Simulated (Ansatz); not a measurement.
# Ge (Fd-3m, 2 atoms in the cell) under uniaxial strain along [001]

Aim: how do the optical modes of Ge (Fd-3m, 2 atoms in the cell) shift and split under this strain?

Method: DFT LDA, scalar-relativistic, plane waves, PAW; PAW set soft_1, in Ansatz 0.2.0.

This is a report of a sequence of runs, with most program output left out.

## (1) Set-up

It takes space group Fd-3m (No. 227, cubic). Conventional cell: a = 5.658 Å, b = 5.658 Å, c = 5.658 Å, α = 90.00°, β = 90.00°, γ = 90.00°. Nearest to Ge lie 4 Ge at 2.45 Å.

## (2) Bringing the structure to rest

Harmonic phonons are second derivatives at a point where the forces vanish, and they are wanted at zero stress, so atoms and cell are relaxed first.

Input file input.yaml:

```yaml
crystal:
  lattice:
    - [0.0, 2.82891, 2.82891]
    - [2.82891, 0.0, 2.82891]
    - [2.82891, 2.82891, 0.0]
  atoms:
    - { symbol: Ge, position: [0.5, 0.5, 0.5] }
    - { symbol: Ge, position: [0.75, 0.75, 0.75] }
kpoints:
  mp_grid: { grid: [14, 14, 14] }
hamiltonian:
  xc: lda
  pseudopotentials: { kind: paw, azcp: { folder: soft_1 }, xc_functional: pbe }
scf:
  occupations: { method: gaussian, width: 0.1 }
output:
  forces: true
  stress: true
  eigenvalues: true
relax:
  adjacent_minimum: "off"
  f_tol: 0.005
  max_steps: 80
  cell: { stress_tol: 0.05 }
```

Launch:

```bash
$ ansatz run input.yaml --threads 4 --pin off --max-ram 10240MiB --backend cpu --events-out ev --progress --plain --runs-dir out
```

Wall time 3.9 s (4 threads of Intel Xeon 6975P-C (Granite Rapids), shared host); peak memory 0.4 GiB.

Step by step:

```tsv
step	energy less that of the first step (eV)	largest force component (eV/Å)	pressure (GPa)	volume (Å³)
1	0.0000	0.0000	-1.32	45.28
2	-0.0036	0.0000	-0.26	44.58
3	-0.0038	0.0000	0.01	44.41
4*	-0.0036	0.0000	0.01	44.41
```

Relaxation steps marked * repeat the geometry before them on a plane-wave basis chosen anew for their cell, so energy and pressure can jump there.

Forces are held to the 48 operations that the run works with; a distortion that breaks them can't arise in this run.

```tsv
conventional cell, symmetrised	before	after	change
a (Å)	5.658	5.621	-0.6 %
b (Å)	5.658	5.621	-0.6 %
c (Å)	5.658	5.621	-0.6 %
volume (Å³/atom)	22.64	22.20	-1.9 %
```

The relaxed structure:

```
Ge
1.0
     0.00000    2.81071    2.81071
     2.81071    0.00000    2.81071
     2.81071    2.81071    0.00000
Ge
2
Direct
  0.50000 0.50000 0.50000
  0.75000 0.75000 0.75000
```

This step gave:

* pressure: 0.007987 GPa
* volume per atom: 22.20 Å³
* gap on the k-mesh: 0 eV

In this step the volume went from 22.64 to 22.20 Å³/atom.

## (3) Tight relaxation

At this level the gap closes at Γ, and partly filled states there would soften the modes. So, after a tight relaxation on a Γ-centred mesh that is not shown, the volume is relaxed again on 12×12×12 points shifted off Γ, the mesh of all runs that follow.

input.yaml, the sections that differ from step 2:

```yaml
crystal:
  lattice:
    - [0.0, 2.8107113466, 2.8107113466]
    - [2.8107113466, 0.0, 2.8107113466]
    - [2.8107113466, 2.8107113466, 0.0]
  atoms:
    - { symbol: Ge, position: [0.5, 0.5, 0.5] }
    - { symbol: Ge, position: [0.75, 0.75, 0.75] }
kpoints:
  mp_grid: { grid: [12, 12, 12], shift: [0.5, 0.5, 0.5] }
scf:
  occupations: { method: gaussian, width: 0.015 }
relax:
  adjacent_minimum: "off"
  f_tol: 0.001
  max_steps: 60
  cell: { stress_tol: 0.01, fix: [shape] }
# hamiltonian, output: as in step 2
```

It took 4.7 s on 4 threads; peak memory 0.45 GiB; 16 s of CPU time.

Little changed from the start: no atom moved by 0.005 Å and no cell edge by 0.1 %.

This step gave:

* pressure: 6.63e-4 GPa
* gap on the k-mesh: 0.1678 eV
* volume per atom: 22.21 Å³

The largest force component left is 0.27 meV/Å and the pressure is 0.001 GPa, within the tolerances set. The cell now holds 22.21 Å³/atom.

## (4) Zone-centre response at rest

The force constants come from the linear response of the density to a displacement.

The modes at rest are the reference of the series.

input.yaml, the sections that differ from step 3:

```yaml
crystal:
  lattice:
    - [0.0, 2.8107426723, 2.8107426723]
    - [2.8107426723, 0.0, 2.8107426723]
    - [2.8107426723, 2.8107426723, 0.0]
  atoms:
    - { symbol: Ge, position: [0.4999761676, 0.4999761676, 0.4999761676] }
    - { symbol: Ge, position: [0.7500238324, 0.7500238324, 0.7500238324] }
output:
  eigenvalues: true
phonons:
  method: dfpt
# kpoints, hamiltonian, scf: as in step 3
# relax: removed
```

The job ended after 13 s (4 threads; peak memory 1.3 GiB; 43 s of CPU time).

This step gave:

- sum-rule residual before enforcement: 7.89e-5 eV/Å²
- highest optical mode at the zone centre (no LO-TO term): 293.9 cm⁻¹
- lowest optical zone-centre mode: 293.9 cm⁻¹

Patterns of degenerate modes are one choice out of their space. Modes at Γ:

```tsv
mode	frequency (cm⁻¹)
1	0.0
2	0.0
3	0.0
4	293.9
5	293.9
6	293.9
```

Displacements in mode 4 (293.9 cm⁻¹), the largest set to 1:
```
Ge1  0.00  1.00 -1.00
Ge2  0.00 -1.00  1.00
```

Before it was imposed, the acoustic sum rule was missed by 7.9e-5 eV/Å². Small misses are needed for a sound result but don't prove that mesh and cutoff are converged. The lowest optical mode is real, 294 cm⁻¹.

## (5) Relaxation of a member: uniaxial strain of +2 % along [001]

The cell takes a uniaxial strain of +2 % along [001]. The strained length and the angles are held, while the rest of the cell and the atoms relax.

input.yaml, the sections that differ from step 4:

```yaml
crystal:
  lattice:
    - [0.0, 2.803162388, 2.8669575257]
    - [2.803162388, 0.0, 2.8669575257]
    - [2.803162388, 2.803162388, 0.0]
  atoms:
    - { symbol: Ge, position: [0.499969367, 0.499969367, 0.4999803544] }
    - { symbol: Ge, position: [0.750030633, 0.750030633, 0.7500196456] }
  conventional_axes: [[-1, 1, 1], [1, -1, 1], [1, 1, -1]]
output:
  forces: true
  stress: true
  eigenvalues: true
relax:
  adjacent_minimum: "off"
  f_tol: 0.001
  max_steps: 60
  cell: { stress_tol: 0.01, fix: [c, angles] }
# kpoints, hamiltonian, scf: as in step 4
# phonons: removed
```

Run time: 14 s. Hardware: 4 threads; peak memory 0.61 GiB; 50 s of CPU time.

Step by step:

```tsv
step	energy less that of the first step (eV)	largest force component (eV/Å)	pressure (GPa)	volume (Å³)
1	0.0000	0.0008	-1.01	45.06
2	-0.0003	0.0001	-0.70	44.85
3	-0.0004	0.0000	-0.66	44.82
4*	-0.0003	0.0000	-0.66	44.82
```

Relaxation steps marked * repeat the geometry before them on a plane-wave basis chosen anew for their cell, so energy and pressure can jump there.

The run keeps the 4 symmetry operations that it works with, so distortions that break them were not tested.

```tsv
conventional cell, symmetrised	before	after	change
a (Å)	3.964	3.954	-0.3 %
b (Å)	3.964	3.954	-0.3 %
c (Å)	5.734	5.734	-0.0 %
volume (Å³/atom)	22.53	22.41	-0.5 %
```

The relaxed structure:

```xyz
2
Lattice="0.0000 2.7960 2.8670 2.7960 0.0000 2.8670 2.7960 2.7960 0.0000" Properties=species:S:1:pos:R:3 pbc="T T T"
Ge    2.7958    2.7958    2.8668
Ge    4.1941    4.1941    4.3006
```

Numbers from this step:

* pressure: -0.6554 GPa
* volume per atom: 22.41 Å³
* gap on the k-mesh: 0.05957 eV

The largest force component left is 0.026 meV/Å.

## (6) Modes of this member: uniaxial strain of +2 % along [001]

The zone-centre modes follow for uniaxial strain of +2 % along [001].

input.yaml, the sections that differ from step 5:

```yaml
crystal:
  lattice:
    - [0.0, 2.7959619313, 2.8669575257]
    - [2.7959619313, 0.0, 2.8669575257]
    - [2.7959619313, 2.7959619313, 0.0]
  atoms:
    - { symbol: Ge, position: [0.4999638963, 0.4999638963, 0.4999870698] }
    - { symbol: Ge, position: [0.7500361037, 0.7500361037, 0.7500129302] }
output:
  eigenvalues: true
phonons:
  method: dfpt
# kpoints, hamiltonian, scf: as in step 5
# relax: removed
```

The job ended after 29 s (4 threads; peak memory 2.1 GiB).

This step gave:

* sum-rule residual before enforcement: 7.66e-5 eV/Å²
* highest optical mode at the zone centre (no LO-TO term): 291.4 cm⁻¹
* lowest optical zone-centre mode: 290.1 cm⁻¹

Patterns of degenerate modes are one choice out of their space. Modes at Γ:

```tsv
mode	frequency (cm⁻¹)
1	0.0
2	0.0
3	0.0
4	290.1
5	290.3
6	291.4
```

The lowest optical mode is real, 290 cm⁻¹, and the highest lies at 291.4 cm⁻¹.

## (7) A member of the series: uniaxial strain of -3 % along [001]

The cell takes a uniaxial strain of -3 % along [001]. The strained length and the angles are held, while the rest of the cell and the atoms relax.

input.yaml, the sections that differ from step 6:

```yaml
crystal:
  lattice:
    - [0.0, 2.8270817361, 2.7264203921]
    - [2.8270817361, 0.0, 2.7264203921]
    - [2.8270817361, 2.8270817361, 0.0]
  atoms:
    - { symbol: Ge, position: [0.4999816321, 0.4999816321, 0.4999644561] }
    - { symbol: Ge, position: [0.7500183679, 0.7500183679, 0.7500355439] }
  conventional_axes: [[-1, 1, 1], [1, -1, 1], [1, 1, -1]]
output:
  forces: true
  stress: true
  eigenvalues: true
relax:
  adjacent_minimum: "off"
  f_tol: 0.001
  max_steps: 60
  cell: { stress_tol: 0.01, fix: [c, angles] }
# kpoints, hamiltonian, scf: as in step 6
# phonons: removed
```

The job ended after 12 s (4 threads; peak memory 0.62 GiB; 42 s of CPU time).

Relaxation path:

```tsv
step	energy less that of the first step (eV)	largest force component (eV/Å)	pressure (GPa)	volume (Å³)
1	0.0000	0.0004	1.41	43.58
2	-0.0004	0.0001	1.02	43.80
3	-0.0004	0.0000	0.93	43.85
4*	-0.0005	0.0000	0.93	43.85
```

Relaxation steps marked * repeat the geometry before them on a plane-wave basis chosen anew for their cell, so energy and pressure can jump there.

The run keeps the 4 symmetry operations that it works with, so distortions that break them were not tested.

```tsv
conventional cell, symmetrised	before	after	change
a (Å)	3.998	4.010	+0.3 %
b (Å)	3.998	4.010	+0.3 %
c (Å)	5.453	5.453	+0.0 %
volume (Å³/atom)	21.79	21.93	+0.6 %
```

The relaxed structure:

```xyz
2
Lattice="0.0000 2.8359 2.7264 2.8359 0.0000 2.7264 2.8359 2.8359 0.0000" Properties=species:S:1:pos:R:3 pbc="T T T"
Ge    2.8357    2.8357    2.7263
Ge    4.2539    4.2539    4.0897
```

Numbers from this step:

- pressure: 0.9291 GPa
- volume per atom: 21.93 Å³
- gap on the k-mesh: 0.07814 eV

The largest force component left is 0.033 meV/Å.

## (8) Modes of this member: uniaxial strain of -3 % along [001]

The zone-centre modes follow for uniaxial strain of -3 % along [001].

input.yaml, the sections that differ from step 7:

```yaml
crystal:
  lattice:
    - [0.0, 2.835851656, 2.7264203921]
    - [2.835851656, 0.0, 2.7264203921]
    - [2.835851656, 2.835851656, 0.0]
  atoms:
    - { symbol: Ge, position: [0.4999847408, 0.4999847408, 0.4999608314] }
    - { symbol: Ge, position: [0.7500152592, 0.7500152592, 0.7500391686] }
output:
  eigenvalues: true
phonons:
  method: dfpt
# kpoints, hamiltonian, scf: as in step 7
# relax: removed
```

The job ended after 28 s (4 threads; peak memory 2.1 GiB; 99 s of CPU time).

Numbers from this step:

```yaml
sum_rule_residual_before_enforcement: 6.66e-5 eV/Å²
highest_optical_mode_at_the_zone_centre_no_lo_to_term: 298.2 cm⁻¹
lowest_optical_zone_centre_mode: 295.6 cm⁻¹
```

Patterns of degenerate modes are one choice out of their space. Modes at Γ:

```tsv
mode	frequency (cm⁻¹)
1	0.0
2	0.0
3	0.0
4	295.6
5	298.1
6	298.2
```

The lowest optical mode is real, 296 cm⁻¹, and the highest lies at 298.2 cm⁻¹.

## (9) All members side by side

The members are set side by side, also those not shown above.

Stress is positive in compression; energies are extrapolated to zero smearing, and E0 is that at rest; members with a gap under 0.05 eV are left out; the edges not held and the atoms are relaxed in each cell; all runs use 12×12×12 k points and Gaussian smearing of 0.015 eV. State of the crystal along the series:

```tsv
strain (%)	stress along the axis (GPa)	free strain along [100] (%)	free strain along [010] (%)	E - E0 (meV/atom)
-3	2.783	0.8933	0.8933	5.941
-2	1.885	0.5813	0.5813	2.656
-1	0.9559	0.2834	0.2834	0.6672
0	6.63e-4	0	0	0
1	-0.9751	-0.2697	-0.2697	0.6721
2	-1.966	-0.5259	-0.5259	2.691
```

Optical modes are counted from below at rest and tracked from member to member by their patterns, and modes that stay within 0.3 cm⁻¹ of each other stand once; labels, where given, are those at rest; members with a gap under 0.05 eV are left out; the edges not held and the atoms are relaxed in each cell; all runs use 12×12×12 k points and Gaussian smearing of 0.015 eV. Optical modes along the series:

```tsv
strain (%)	optical mode 1, doublet (cm⁻¹)	optical mode 2, singlet (cm⁻¹)
-3	298.2	295.6
-2	297	295.3
-1	295.5	294.7
0	293.9	293.9
1	292.1	292.8
2	290.1	291.4
```

Value and slope at zero strain of a cubic (a lower polynomial where under five rows exist) through the rows within 2 % of rest. Slopes at rest:

```tsv
mode	frequency (cm⁻¹)	shift per percent of strain (cm⁻¹)	shift per GPa of compressive stress (cm⁻¹)
optical mode 1, doublet	293.9	-1.7	1.75
optical mode 2, singlet	293.9	-0.94	0.98
```

## (10) Outcome

```yaml
members: 6
highest_optical_mode_at_the_zone_centre_no_lo_to_term_at_rest: 293.9 cm⁻¹
young_s_modulus_along_001: 96.6 GPa
optical_mode_1_doublet_shift_per_percent: -1.70 cm⁻¹
optical_mode_2_singlet_shift_per_percent: -0.94 cm⁻¹
```

The stress changes by 0.97 GPa for each percent, a Young’s modulus of 97 GPa along [001]. For each percent the free edge responds with -0.28 %. The strain lowers the symmetry: the level at 293.9 cm⁻¹ splits, into 298.2 and 295.6 cm⁻¹ at -3 %. Within 2 % of rest optical mode 2, singlet bends away from a straight line, so a single slope holds only near rest. The fastest shift in the table of slopes is -1.7 cm⁻¹ for each percent (optical mode 1, doublet), or 1.8 cm⁻¹ for each GPa of compressive stress. For small strain, the measured shift of a line that Raman or infrared light can see, divided by its slope, estimates the stress, if the state of stress is of this kind. At strain (%) -4, 3 and 4 the gap on the mesh is under 0.05 eV, where mesh and smearing no longer suit, so these members are left out. These are harmonic frequencies at zero temperature: anharmonic shifts, linewidths and thermal expansion are left out. The PAW files were made for PBE; the program adapts parts of them to the functional of the run, but their partial waves stay those of PBE, an approximation that was not tested in this session. Only the zone centre was solved, so an instability at another wavevector cannot show here. The k mesh is shifted off Γ, so the gap on the mesh misses a band edge that lies there. The shift also lowers the symmetry that the program can use, which splits degenerate modes slightly; labels are left out.

[Logs are printed without paths, hosts, clocks, repeated set-up lines and the standing remarks that a program may print on its own settings, such as how far it seeks lower states.]

[Hosts, paths, dates, database ids (printed as entryN), source tags and the programs' standing remarks are cut or masked in the printed files.]
